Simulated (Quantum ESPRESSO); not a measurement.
# Fixed-spin-moment curve of Co

Aim: the energy of Co as a function of the total spin moment of its primitive cell.

Calculated with Quantum ESPRESSO 7.5; PBE; plane waves with GBRV 1.5 PBE potentials, no spin-orbit coupling.

Most raw output is cut from this account.

**1. The structure**

The structure is hexagonal, space group P6_3/mmc (No. 194). Conventional cell: a = 2.507 Å, b = 2.507 Å, c = 4.070 Å, α = 90.00°, β = 90.00°, γ = 120.00°. Nearest to Co lie 12 Co at 2.50 to 2.51 Å.

The lattice constants were typed from memory of published values and not checked against a source.

**2. No moment imposed**

The input, pw.in:

```
&CONTROL
  calculation = 'scf'
  prefix = 'pwscf'
  outdir = './tmp'
  pseudo_dir = './pseudo'
  disk_io = 'nowf'
/
&SYSTEM
  ibrav = 0
  celldm(1) = 8
  nat = 2
  ntyp = 1
  ecutwfc = 40
  ecutrho = 280
  nbnd = 26
  occupations = 'smearing'
  smearing = 'fd'
  degauss = 0.00367493
  nspin = 2
  starting_magnetization(1) = 0.1176
/
&ELECTRONS
  conv_thr = 4d-09
  electron_maxstep = 150
  mixing_beta = 0.3
/
ATOMIC_SPECIES
Co     58.9332 co_pbe_v1.2.uspp.F.UPF
CELL_PARAMETERS alat
   0.5921929243046    0.0000000000000    0.0000000000000
  -0.2960964621523    0.5128541902568    0.0000000000000
   0.0000000000000    0.0000000000000    0.9613981659034
ATOMIC_POSITIONS crystal
Co      0.3333333300    0.6666666700    0.2500000000
Co      0.6666666700    0.3333333300    0.7500000000
K_POINTS automatic
16 16 8 0 0 0
```

Command:

```console
$ OMP_NUM_THREADS=1 mpirun -n 4 pw.x -nk 4 -in pw.in > pw.out
```

Wall time 13 s (4 MPI ranks of Arm Neoverse V2, shared host); peak memory 0.31 GiB.

Spin moment in the atom's sphere by atom:

```csv
atom,spin moment in the atom's sphere (μB)
Co1,1.74
Co2,1.74
```

Numbers from this step:

| Item | Value |
| --- | --- |
| smearing term TS | 0.01622 eV |
| magnetization | 3.299 μB |
| absolute magnetization | 3.678 μB |
| final state | ferromagnetic |

**3. Moment fixed at 0 μB**

The two spin channels are filled to separate Fermi energies, so that the total moment meets the target. Half of the up one less the down one is the slope dE/dM.

Changes to pw.in since step 2:

```diff
@@ -14,3 +14,3 @@
   ecutrho = 280
-  nbnd = 26
+  nbnd = 27
   occupations = 'smearing'
@@ -19,3 +19,4 @@
   nspin = 2
-  starting_magnetization(1) = 0.1176
+  starting_magnetization(1) = 0.0059
+  tot_magnetization = 0
 /
```

Wall time 12 s (4 MPI ranks); peak memory 0.31 GiB; 48 s of CPU time.

This step gave:

| Quantity | Value |
| --- | --- |
| magnetization | 0 μB |
| absolute magnetization | 0 μB |
| half the difference of the two Fermi energies | 0 meV |
| largest moment | 0 μB |

**4. Moment fixed at 0.5 μB**

Changes to pw.in since step 3:

```diff
@@ -19,4 +19,4 @@
   nspin = 2
-  starting_magnetization(1) = 0.0059
-  tot_magnetization = 0
+  starting_magnetization(1) = 0.0147
+  tot_magnetization = 0.5
 /
```

Elapsed: 14 s, on 4 MPI ranks; peak memory 0.31 GiB.

Spin moment in the atom's sphere by atom:

```csv
atom,spin moment in the atom's sphere (μB)
Co1,0.268
Co2,0.268
```

This step gave:

* magnetization: 0.5 μB
* absolute magnetization: 0.585 μB
* half the difference of the two Fermi energies: -77.2 meV

**5. Moment fixed at 1 μB**

Changes to pw.in since step 4:

```diff
@@ -19,4 +19,4 @@
   nspin = 2
-  starting_magnetization(1) = 0.0147
-  tot_magnetization = 0.5
+  starting_magnetization(1) = 0.0294
+  tot_magnetization = 1
 /
```

It took 14 s on 4 MPI ranks; peak memory 0.31 GiB.

Numbers from this step:

* magnetization: 1 μB
* absolute magnetization: 1.169 μB
* half the difference of the two Fermi energies: -146 meV
* largest moment: 0.5365 μB

**6. The curve**

The runs not shown differ in the target, the start and the number of states alone. The point at 3.30 μB is the free run, entered with slope zero.

Table of energy over the lowest by total spin moment:

```csv
total spin moment (μB a cell),energy over the lowest (meV a cell)
0.00,582
0.50,562
1.00,506
1.50,418
2.00,302
2.50,170
3.00,31.8
3.30,0
3.50,8.86
4.00,191
4.50,590
```

Table of dE/dM by total spin moment:

```csv
total spin moment (μB a cell),dE/dM (meV/μB)
0.00,0
0.50,-77.2
1.00,-146
1.50,-205
2.00,-254
2.50,-276
3.00,-237
3.30,0
3.50,104
4.00,525
4.50,1043
```

The largest site moment by total spin moment:

```csv
total spin moment (μB a cell),largest site moment (μB)
0.00,0
0.50,0.268
1.00,0.537
1.50,0.804
2.00,1.07
2.50,1.33
3.00,1.59
3.30,1.74
3.50,1.83
4.00,2.04
4.50,2.24
```

**7. Outcome**

* moment of the free run: 3.30 μB a cell
* energy at zero total moment: 582 meV a cell over the lowest
* ΔE/ΔM² from the lowest point to 3.50 and to 3.00 μB: 221 and 354 meV/μB²

What this shows: At zero total moment the site moments vanish, so the 582 meV a cell is the energy of forming them. The points show one minimum alone. All runs start parallel; opposed orders may lie lower.

[Logs and program files are shortened in this print: banners, set-up blocks, solver, clock and traceback lines can be left out without a mark of their own.]

[Logs are printed without paths, hosts, clocks, repeated set-up lines and the standing remarks that a program may print on its own settings, such as how far it seeks lower states.]

[Hosts, paths, dates, database ids (printed as entryN), source tags and the programs' standing remarks are cut or masked in the printed files.]

[Where a cell is said to come from a database of computed structures, the database is the Materials Project.]
